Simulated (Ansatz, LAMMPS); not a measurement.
# Structural relaxation of aqueous K+ and SO4 2-, 1.6 mol of salt per kg of water, from a frame at 300 K (224 atoms), part 2 of 3

How does aqueous K+ and SO4 2-, 1.6 mol of salt per kg of water, from a frame at 300 K (224 atoms) relax, and what do bonds, charges and levels look like afterwards?

Ansatz 0.2.0; Kohn-Sham DFT, PBE+D4, PAW (set soft_2), plane waves.

The cell: 78 O, 2 S, 140 H and 4 K. The network of contacts between molecules at the start is that of the classical potential that made the cell. The concentration wasn't checked against solubility and may exceed it. The density was typed from a rule of thumb and may lie off the real one at this temperature. Sampling is at Γ alone, for a cell whose shortest periodic width is 13 Å.

So far. Step 3 (Single point at the start): Neighbours are counted within 1.21 Å (H-O), 3.48 Å (O-K), 1.88 Å (O-S).

## Step 4: Relaxation

The atoms are relaxed in the fixed cell, aiming at the force tolerance of the input.

Input file input.yaml:

```yaml
crystal:
  lattice:
    - [13.03775, 0.0, 0.0]
    - [0.0, 13.03775, 0.0]
    - [0.0, 0.0, 13.03775]
  atoms:
    [... the 224 atom lines of step 3 ...]
kpoints:
  mp_grid: { grid: [1, 1, 1] }
hamiltonian:
  xc: pbe
  dispersion: d4
scf:
  occupations: { method: fixed }
output:
  forces: true
relax:
  f_tol: 0.05
  max_steps: 200
```

Started as:

```bash
$ ansatz run input.yaml --threads 4 --pin off --max-ram 8192MiB --backend cpu --events-out ev --progress --plain --runs-dir out
```

Numbers of over 12 decimals in the logs are rounded to 6 here.

The program printed:

```text
[...]
Crystal: 224 atoms, lattice volume = 2216.195 Å³
Basis set: ecut = 420 eV, 43387 PW (Γ), exchange–correlation on 180×180×180 points (8 copies of the dense FFT grid, shifted against one another)
Bands: 552, of which v1, the nominal top of the filled ones, is band 328 counted from 1 (327 counted from 0)
Symmetry: 1 space group operations
[...]
k-points: 1
[...]
SCF iter   1: F=—  HF=-54477.253257 eV  |F-HF|=—  |Δ(HF+E_count)|=         —  Δρ=3.21e-3  dr2=3.01e-1  ethr=1.77e-3  ⟨swp⟩=5.0  Hψ=1743  notcnv=0  defer=221
[...]
SCF iter   3: F=—  HF=-54477.049214 eV  |F-HF|=—  |Δ(HF+E_count)|=   3.21e-2  Δρ=6.79e-4  dr2=1.76e-2  ethr=9.93e-6  ⟨swp⟩=3.0  Hψ=663  notcnv=0  defer=100
automatic band count: iteration 3 solves 430 bands in place of 552: the levels show a gap, and the empty bands left out lie too high to hold charge; the band table lists the bands solved (type scf.n_extra_bands for more)
SCF iter   4: F=—  HF=-54477.043902 eV  |F-HF|=—  |Δ(HF+E_count)|=   5.31e-3  Δρ=2.31e-4  dr2=1.36e-3  ethr=2.68e-6  ⟨swp⟩=2.0  Hψ=753  notcnv=0  defer=100
[...]
SCF iter   6: F=-54477.043705 eV  HF=-54477.043742 eV  |F-HF|=3.68e-5  |Δ(HF+E_count)|=   1.80e-5  Δρ=5.42e-5  dr2=5.00e-5  ethr=9.53e-9  ⟨swp⟩=3.0  Hψ=1651  notcnv=0
[...]
SCF 1 converged in 6 iterations: F = -54477.043705 eV  dr2 = 5.00e-5
[...]
relax step   1: F+E_penalty+E_count = -54477.04370524 eV  Δ(F+E_penalty+E_count) = +0.000e0 eV  max|allowed force component| = 4.577e0 eV/Å  Δτ_max = 0.0000 Å  (6 SCF iters, dr2 threshold 6.25e-5 eV, accepted)
[... from here on, the SCF cycles and remarks between the steps are left out ...]
relax step   2: F+E_penalty+E_count = -54483.48185864 eV  Δ(F+E_penalty+E_count) = -6.438e0 eV  max|allowed force component| = 2.761e0 eV/Å  Δτ_max = 0.1950 Å  (7 SCF iters, dr2 threshold 1.00e-4 eV, accepted)
relax step   3: F+E_penalty+E_count = -54486.20925745 eV  Δ(F+E_penalty+E_count) = -2.727e0 eV  max|allowed force component| = 1.315e0 eV/Å  Δτ_max = 0.1948 Å  (7 SCF iters, dr2 threshold 1.00e-4 eV, accepted)
relax step   4: F+E_penalty+E_count = -54487.55268439 eV  Δ(F+E_penalty+E_count) = -1.343e0 eV  max|allowed force component| = 1.258e0 eV/Å  Δτ_max = 0.1953 Å  (7 SCF iters, dr2 threshold 1.00e-4 eV, accepted)
relax step   5: F+E_penalty+E_count = -54488.18195661 eV  Δ(F+E_penalty+E_count) = -6.293e-1 eV  max|allowed force component| = 2.150e0 eV/Å  Δτ_max = 0.1910 Å  (7 SCF iters, dr2 threshold 1.00e-4 eV, accepted)
relax step   6: F+E_penalty+E_count = -54488.64102282 eV  Δ(F+E_penalty+E_count) = -4.591e-1 eV  max|allowed force component| = 1.654e0 eV/Å  Δτ_max = 0.2000 Å  (7 SCF iters, dr2 threshold 1.00e-4 eV, accepted)
relax step   7: F+E_penalty+E_count = -54489.05285313 eV  Δ(F+E_penalty+E_count) = -4.118e-1 eV  max|allowed force component| = 9.426e-1 eV/Å  Δτ_max = 0.1951 Å  (6 SCF iters, dr2 threshold 1.00e-4 eV, accepted)
relax step   8: F+E_penalty+E_count = -54489.14485681 eV  Δ(F+E_penalty+E_count) = -9.200e-2 eV  max|allowed force component| = 1.231e0 eV/Å  Δτ_max = 0.1958 Å  (6 SCF iters, dr2 threshold 1.00e-4 eV, accepted)
relax step   9: F+E_penalty+E_count = -54489.22738106 eV  Δ(F+E_penalty+E_count) = -8.252e-2 eV  max|allowed force component| = 2.561e0 eV/Å  Δτ_max = 0.1972 Å  (7 SCF iters, dr2 threshold 1.00e-4 eV, accepted)
relax step  10: F+E_penalty+E_count = -54489.64075512 eV  Δ(F+E_penalty+E_count) = -4.134e-1 eV  max|allowed force component| = 7.019e-1 eV/Å  Δτ_max = 0.2000 Å  (6 SCF iters, dr2 threshold 1.00e-4 eV, accepted)
relax step  11: F+E_penalty+E_count = -54489.81142384 eV  Δ(F+E_penalty+E_count) = -1.707e-1 eV  max|allowed force component| = 4.494e-1 eV/Å  Δτ_max = 0.2000 Å  (7 SCF iters, dr2 threshold 3.70e-5 eV, accepted)
relax step  12: F+E_penalty+E_count = -54489.87759651 eV  Δ(F+E_penalty+E_count) = -6.617e-2 eV  max|allowed force component| = 1.264e0 eV/Å  Δτ_max = 0.1949 Å  (7 SCF iters, dr2 threshold 1.52e-5 eV, accepted)
relax step  13: F+E_penalty+E_count = -54490.00344888 eV  Δ(F+E_penalty+E_count) = -1.259e-1 eV  max|allowed force component| = 7.347e-1 eV/Å  Δτ_max = 0.2000 Å  (5 SCF iters, dr2 threshold 1.00e-4 eV, accepted)
relax step  14: F+E_penalty+E_count = -54490.10713453 eV  Δ(F+E_penalty+E_count) = -1.037e-1 eV  max|allowed force component| = 4.615e-1 eV/Å  Δτ_max = 0.1956 Å  (6 SCF iters, dr2 threshold 1.00e-4 eV, accepted)
relax step  15: F+E_penalty+E_count = -54490.17510104 eV  Δ(F+E_penalty+E_count) = -6.797e-2 eV  max|allowed force component| = 4.238e-1 eV/Å  Δτ_max = 0.1941 Å  (6 SCF iters, dr2 threshold 7.19e-5 eV, accepted)
relax step  16: F+E_penalty+E_count = -54490.24743447 eV  Δ(F+E_penalty+E_count) = -7.233e-2 eV  max|allowed force component| = 2.403e-1 eV/Å  Δτ_max = 0.1945 Å  (6 SCF iters, dr2 threshold 7.09e-5 eV, accepted)
relax step  17: F+E_penalty+E_count = -54490.32216779 eV  Δ(F+E_penalty+E_count) = -7.473e-2 eV  max|allowed force component| = 3.270e-1 eV/Å  Δτ_max = 0.1935 Å  (7 SCF iters, dr2 threshold 1.86e-5 eV, accepted)
[...]
relax step  22: F+E_penalty+E_count = -54490.60903323 eV  Δ(F+E_penalty+E_count) = -3.681e-2 eV  max|allowed force component| = 7.737e-1 eV/Å  Δτ_max = 0.0983 Å  (6 SCF iters, dr2 threshold 3.27e-5 eV, accepted)
relax step  23: F+E_penalty+E_count = -54490.64639005 eV  Δ(F+E_penalty+E_count) = -3.736e-2 eV  max|allowed force component| = 6.025e-1 eV/Å  Δτ_max = 0.0470 Å  (5 SCF iters, dr2 threshold 1.00e-4 eV, accepted)
relax step  24: F+E_penalty+E_count = -54490.70823939 eV  Δ(F+E_penalty+E_count) = -6.185e-2 eV  max|allowed force component| = 1.693e-1 eV/Å  Δτ_max = 0.1495 Å  (6 SCF iters, dr2 threshold 1.00e-4 eV, accepted)
relax step  25: F+E_penalty+E_count = -54490.73583847 eV  Δ(F+E_penalty+E_count) = -2.760e-2 eV  max|allowed force component| = 1.818e-1 eV/Å  Δτ_max = 0.0955 Å  (9 SCF iters, accepted)
relax step  26: F+E_penalty+E_count = -54490.79128451 eV  Δ(F+E_penalty+E_count) = -5.545e-2 eV  max|allowed force component| = 2.197e-1 eV/Å  Δτ_max = 0.1946 Å  (8 SCF iters, dr2 threshold 2.61e-6 eV, accepted)
relax step  27: F+E_penalty+E_count = -54490.84270072 eV  Δ(F+E_penalty+E_count) = -5.142e-2 eV  max|allowed force component| = 2.637e-1 eV/Å  Δτ_max = 0.1945 Å  (6 SCF iters, dr2 threshold 4.83e-5 eV, accepted)
[...]
relax step  37: F+E_penalty+E_count = -54491.26916215 eV  Δ(F+E_penalty+E_count) = -4.599e-3 eV  max|allowed force component| = 1.428e-1 eV/Å  Δτ_max = 0.2000 Å  (9 SCF iters, accepted)
relax step  38: F+E_penalty+E_count = -54491.28002462 eV  Δ(F+E_penalty+E_count) = -1.086e-2 eV  max|allowed force component| = 7.200e-2 eV/Å  Δτ_max = 0.0360 Å  (8 SCF iters, accepted)
relax step  39: F+E_penalty+E_count = -54491.30074921 eV  Δ(F+E_penalty+E_count) = -2.072e-2 eV  max|allowed force component| = 2.130e-1 eV/Å  Δτ_max = 0.2000 Å  (9 SCF iters, accepted)
[...]
relax step  45: F+E_penalty+E_count = -54491.37236154 eV  Δ(F+E_penalty+E_count) = -3.438e-3 eV  max|allowed force component| = 6.310e-2 eV/Å  Δτ_max = 0.0765 Å  (8 SCF iters, accepted)
relax step  46: F+E_penalty+E_count = -54491.37550027 eV  Δ(F+E_penalty+E_count) = -3.139e-3 eV  max|allowed force component| = 7.167e-2 eV/Å  Δτ_max = 0.1143 Å  (8 SCF iters, accepted)
[...]
relax step  48: F+E_penalty+E_count = -54491.38067519 eV  Δ(F+E_penalty+E_count) = -2.563e-3 eV  max|allowed force component| = 1.663e-1 eV/Å  Δτ_max = 0.1022 Å  (6 SCF iters, dr2 threshold 1.64e-5 eV, accepted)
relax step  49: F+E_penalty+E_count = -54491.38457843 eV  Δ(F+E_penalty+E_count) = -3.903e-3 eV  max|allowed force component| = 1.871e-1 eV/Å  Δτ_max = 0.1251 Å  (6 SCF iters, dr2 threshold 2.76e-5 eV, accepted)
relax step  50: F+E_penalty+E_count = -54491.39256111 eV  Δ(F+E_penalty+E_count) = -7.983e-3 eV  max|allowed force component| = 4.108e-1 eV/Å  Δτ_max = 0.1943 Å  (6 SCF iters, dr2 threshold 3.50e-5 eV, accepted)
relax step  51: F+E_penalty+E_count = -54491.40923606 eV  Δ(F+E_penalty+E_count) = -1.667e-2 eV  max|allowed force component| = 7.406e-1 eV/Å  Δτ_max = 0.1943 Å  (5 SCF iters, dr2 threshold 1.00e-4 eV, accepted)
relax step  52: F+E_penalty+E_count = -54491.44487114 eV  Δ(F+E_penalty+E_count) = -3.564e-2 eV  max|allowed force component| = 7.510e-1 eV/Å  Δτ_max = 0.1940 Å  (5 SCF iters, dr2 threshold 1.00e-4 eV, accepted)
relax step  53: F+E_penalty+E_count = -54491.48554839 eV  Δ(F+E_penalty+E_count) = -4.068e-2 eV  max|allowed force component| = 5.394e-1 eV/Å  Δτ_max = 0.1972 Å  (5 SCF iters, dr2 threshold 1.00e-4 eV, accepted)
relax step  54: F+E_penalty+E_count = -54491.51817365 eV  Δ(F+E_penalty+E_count) = -3.263e-2 eV  max|allowed force component| = 1.018e-1 eV/Å  Δτ_max = 0.2000 Å  (6 SCF iters, dr2 threshold 1.00e-4 eV, accepted)
relax step  55: F+E_penalty+E_count = -54491.53387921 eV  Δ(F+E_penalty+E_count) = -1.571e-2 eV  max|allowed force component| = 1.275e-1 eV/Å  Δτ_max = 0.0664 Å  (9 SCF iters, accepted)
relax step  56: F+E_penalty+E_count = -54491.54216785 eV  Δ(F+E_penalty+E_count) = -8.289e-3 eV  max|allowed force component| = 1.170e-1 eV/Å  Δτ_max = 0.0500 Å  (8 SCF iters, accepted)
relax step  57: F+E_penalty+E_count = -54491.54721207 eV  Δ(F+E_penalty+E_count) = -5.044e-3 eV  max|allowed force component| = 7.593e-2 eV/Å  Δτ_max = 0.0593 Å  (6 SCF iters, dr2 threshold 1.15e-5 eV, accepted)
relax step  58: F+E_penalty+E_count = -54491.54988218 eV  Δ(F+E_penalty+E_count) = -2.670e-3 eV  max|allowed force component| = 3.372e-2 eV/Å  Δτ_max = 0.0468 Å  (8 SCF iters, accepted)
SCF converged after 8 iterations
Free energy (F): -54491.549882 eV
[...]
Internal energy: -54491.549882 eV  (E = F + TS)
E sigma→0 (E₀):  -54491.549882 eV
Fermi energy:    -1.591686 eV
[...]
--- Forces (eV/Å), atoms counted from 1 ---
  atom   1  O      0.00134424    -0.00097662     0.00387625
  atom   2  S      0.00056773     0.01113137    -0.02064292
  atom   3  O      0.00421653    -0.00631840     0.00620277
  atom   4  O      0.00443134    -0.00068709     0.01272217
  atom   5  O      0.00209745    -0.00054519     0.00811530
  atom   6  O     -0.01546230    -0.00573366    -0.00070823
  atom   7  S     -0.00938239     0.01547000    -0.02148859
  atom   8  O     -0.00320418     0.00340428    -0.00072049
  atom   9  O      0.00894630    -0.00487985     0.00974566
  atom  10  O      0.00132587    -0.01287827     0.00490496
  atom  11  O      0.00001242    -0.00109531    -0.00136343
  atom  12  H      0.00049883     0.00064191    -0.00024635
  atom  13  H     -0.00145476     0.00102503     0.00339635
  atom  14  O      0.00739341     0.00805721     0.01806739
[...]
atom 223  K      0.00068392    -0.00072404    -0.00297825
  atom 224  K     -0.00031875     0.00005180     0.00065993
  max |Σ_I F_I| component: 4.62e-5 eV/Å
--- Relaxed structure (58 steps of the walk, 57 accepted, 0 SCFs on fresh bases) ---
  F+E_penalty+E_count = -54491.54988218 eV   max|allowed force component| = 3.372e-2 eV/Å
  atoms:
    - { symbol: O, position: [0.023825, 0.239296, 0.327289] }
    - { symbol: S, position: [0.919576, 0.251075, 0.277774] }
    - { symbol: O, position: [0.842608, 0.274210, 0.358206] }
    - { symbol: O, position: [0.892402, 0.156325, 0.220668] }
[...]
- { symbol: K, position: [0.913910, 0.133832, 0.620200] }
```

The job ended after 8.5 min (4 threads of AMD EPYC 9R45, shared host; peak memory 3.1 GiB).

Notices of the run: relaxed geometry near dispersion switch.

Relaxation path (22 of 58):

```tsv
step	energy less that of the first step (eV)	largest force component (eV/Å)
1	0.0000	4.5766
4	-10.5090	1.2577
6	-11.5973	1.6545
9	-12.1837	2.5614
12	-12.8339	1.2644
15	-13.1314	0.4238
17	-13.2785	0.3270
20	-13.4803	0.5300
23	-13.6027	0.6025
25	-13.6921	0.1818
28	-13.8168	0.7609
31	-13.9473	0.7839
34	-14.1766	0.3121
36	-14.2209	0.1034
39	-14.2570	0.2130
42	-14.3080	0.1402
44	-14.3252	0.0843
47	-14.3344	0.1281
50	-14.3489	0.4108
53	-14.4418	0.5394
55	-14.4902	0.1275
58	-14.5062	0.0337
```

Relaxation step 20 was tried and not accepted.

The atoms that moved most (Å):

```tsv
atom	dx	dy	dz	length
H96	-2.106	-0.800	0.388	2.286
O206	-2.141	0.074	0.087	2.144
H48	1.422	-1.175	0.285	1.867
H52	0.817	-0.054	1.633	1.827
H24	0.572	-1.624	-0.218	1.735
H208	-1.673	-0.168	0.171	1.690
H12	0.470	-1.507	-0.600	1.689
H13	0.303	-0.704	-1.356	1.558
```

The relaxation changed the energy by -64.8 meV/atom, and atoms moved by 0.79 Å r.m.s., 2.3 Å at most.

## Step 5: Distances and neighbours after relaxation

Bonds before and after, by the cutoffs listed below:

```tsv
pair	bonds before	bonds after	mean before (Å)	mean after (Å)	spread before (Å)	spread after (Å)
H-O	140	140	1.000	0.993	0.000	0.009
O-K	26	23	2.804	2.793	0.189	0.097
O-S	8	8	1.437	1.499	0.014	0.012
```

Density 1.21 g/cm³, 9.894 Å³ an atom.

g(r), total and by pair (bins of 0.2 Å):

```tsv
r (Å)	total	H-H	H-O	H-K	H-S	O-O	O-K
0.90	4.07	0.00	9.35	0.00	0.00	0.00	0.00
1.10	1.00	0.00	2.31	0.00	0.00	0.00	0.00
1.30	0.00	0.00	0.00	0.00	0.00	0.00	0.00
1.50	0.86	1.86	0.03	0.00	0.00	0.00	0.00
1.70	1.35	0.65	2.53	0.00	0.00	0.00	0.00
1.90	0.44	0.05	0.97	0.00	0.00	0.00	0.00
2.10	0.53	1.30	0.06	0.00	0.00	0.00	0.00
2.30	0.91	2.32	0.00	0.00	0.00	0.00	0.00
2.50	0.40	0.79	0.04	0.00	0.00	0.62	0.00
2.70	0.88	0.60	0.09	0.41	1.29	4.33	4.96
2.90	0.87	0.62	0.93	1.10	4.58	0.92	3.08
3.10	1.16	0.75	1.77	1.65	1.00	0.36	0.31
3.30	1.21	0.79	1.82	2.17	0.00	0.50	0.26
3.50	1.11	1.07	1.17	1.81	0.25	1.03	0.47
3.70	1.13	1.28	1.10	0.92	0.46	0.78	0.42
3.90	1.05	1.18	0.95	0.62	1.25	0.96	1.29
4.10	0.99	1.01	0.92	0.66	1.30	1.15	1.02
4.30	1.08	1.18	0.97	0.67	1.52	1.16	1.07
4.50	0.99	1.03	0.87	0.77	1.10	1.32	0.97
4.70	0.96	0.99	0.84	0.85	0.99	1.27	1.27
4.90	0.97	0.91	0.99	0.79	1.04	1.10	1.28
5.10	1.01	0.92	1.14	1.52	1.10	0.76	0.88
5.30	0.94	0.88	1.04	0.50	0.67	0.82	1.41
5.50	1.02	1.02	1.08	1.35	1.55	0.72	1.02
5.70	1.03	1.06	1.04	1.21	0.58	0.96	0.96
5.90	0.95	0.98	0.92	0.99	1.09	0.90	0.73
6.10	0.98	1.05	0.92	0.76	0.92	1.03	1.13
6.30	0.99	1.06	0.93	0.72	1.03	1.05	0.99
```

Bonds by pair of elements; cutoffs follow the first minimum of g(r), held within bounds set by covalent radii, and pairs that aren't listed don't count as bonded:

```tsv
pair A-B	cutoff (Å)	bonds	mean length (Å)	spread (Å)	shortest (Å)	B about A	A about B
H-O	1.21	140	0.993	0.009	0.971	1	1.79
O-K	3.18	23	2.79	0.097	2.65	0.295	5.75
O-S	1.93	8	1.50	0.012	1.48	0.103	4
```

How many atoms have how many bonded neighbours:

```tsv
element	mean	1	2	3	4	5	6
H	1	140	0	0	0	0	0
K	5.75	0	0	0	0	1	3
O	2.19	5	55	16	2	0	0
S	4	0	0	0	2	0	0
```

Bond angles (no mean is given where the spread exceeds 20°):

```tsv
angle	count	mean (°)	spread (°)
H-O-H	70	106	2.1
O-K-O	55	-	-
H-O-K	40	112	19.9
O-S-O	12	110	1
K-O-S	3	125	7.1
```

Hydrogen bonds between water molecules (O–O under 3.5 Å, H–O···O angle under 30°):

```tsv
hydrogen bonds to other water	molecules
0	0
1	2
2	7
3	25
4	31
5	5
```

First shells of the ions:

```tsv
ion	count	shell	mean number
K	4	water O within 3.6 A	5.75
```

Bond length by coordination (bonds to H left out):

```tsv
element	coordination	atoms	mean bond length (Å)
K	5	1	2.80
K	6	3	2.79
O	1	5	1.51
O	2	3	2.16
O	3	16	2.80
O	4	2	2.74
```

Counting bonds as in the table, all H atoms have 1, 75 % of K atoms have 6, 71 % of O atoms have 2 and all S atoms have 4 bonded neighbours. The H-O-H angle averages 106° with a spread of 2°. The 70 water molecules hold 3.43 hydrogen bonds each to other water on average, with a mean O–O distance of 2.74 Å. Ion shells in this frame: K 5.8 (water O within 3.6 Å).

[end of part 2 of 3]

[Logs are printed without paths, hosts, clocks, repeated set-up lines and the standing remarks that a program may print on its own settings, such as how far it seeks lower states.]

[Hosts, paths, dates, database ids (printed as entryN), source tags and the programs' standing remarks are cut or masked in the printed files.]
